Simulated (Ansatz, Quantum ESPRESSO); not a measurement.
**Equation of state of zinc blende GaN**

How stiff is zinc blende GaN under hydrostatic load? Each row scales the relaxed cell evenly and relaxes the atoms. The phase is followed to these pressures whether or not it stays the stable one.

Calculated with Ansatz 0.2.0, r2SCAN, PAW files of the set soft_1, cutoff 600 eV, Fermi–Dirac smearing 0.02 eV, k-mesh 11×11×11, no spin polarisation, no spin-orbit coupling.

Reference cell, relaxed at zero pressure with r2SCAN (F-43m): a = 3.1806 Å, b = 3.1806 Å, c = 3.1806 Å, α = 60.00°, β = 60.00°, γ = 60.00°.

```csv
atom,x,y,z
Ga,0.0000,0.0000,0.0000
N,0.7500,0.7500,0.7500
```

```csv
V (Å³/atom),V/V0,P (GPa),E − E0 (meV/atom)
10.6931,0.9400,13.840,27.9
10.9206,0.9600,8.727,11.9
11.1481,0.9800,4.130,2.9
11.6032,1.0200,−3.722,2.7
11.8307,1.0400,−7.066,10.4
```

V0 = 11.3756 Å³ an atom, where the residual pressure P0 is −0.004 GPa. **Question.** Fit the Birch–Murnaghan law and give the pressure and the energy at V = 12.0582 Å³ an atom, a row left out above.

With the Eulerian strain f = ½[(V0/V)^(2/3) − 1] and F = (P − P0)/[3f(1 + 2f)^(5/2)], the third-order law is the line F = B0 + (3/2) B0 (B′ − 4) f.

```csv
f,F (GPa)
0.02106,197.69
0.01379,197.12
0.00678,196.53
−0.00656,195.26
−0.01291,194.72
```

A straight line through the 5 rows: the means are 0.004432 for f and 196.26 for F, Σ(Δx)² = 0.0007911 and ΣΔxΔy = 0.07016, so the slope is 0.07016/0.0007911 = 88.68 and the intercept 196.26 − (88.68)(0.004432) = 195.87.

Hence B0 = 195.9 GPa and B′ = 4 + (88.7)/(1.5 × 195.9) = 4.30. For the withheld volume f = −0.01905, F = 194.18 GPa and P = −10.08 GPa, an extrapolation past the fitted rows. The run itself gives −10.07 GPa, so the estimate misses by 0.01 GPa, a rounding's worth.

Integrating the same law gives E − E0 = (9/2) B0 V0 f²[1 + (B′ − 4) f] + P0(V0 − V), with 1 GPa Å³ = 6.2415 meV: 22.6 meV an atom. The run itself gives 22.6 meV, so the estimate misses by 0.0 meV, a rounding's worth.

The same fit over all rows at other levels or in other programs gives B0 = 190 GPa with PBEsol (Quantum ESPRESSO, GBRV), 203 GPa with LDA (Quantum ESPRESSO, GBRV) and 188 GPa with PBEsol (Quantum ESPRESSO, PseudoDojo).

[Logs are printed without paths, hosts, clocks, repeated set-up lines and the standing remarks that a program may print on its own settings, such as how far it seeks lower states.]
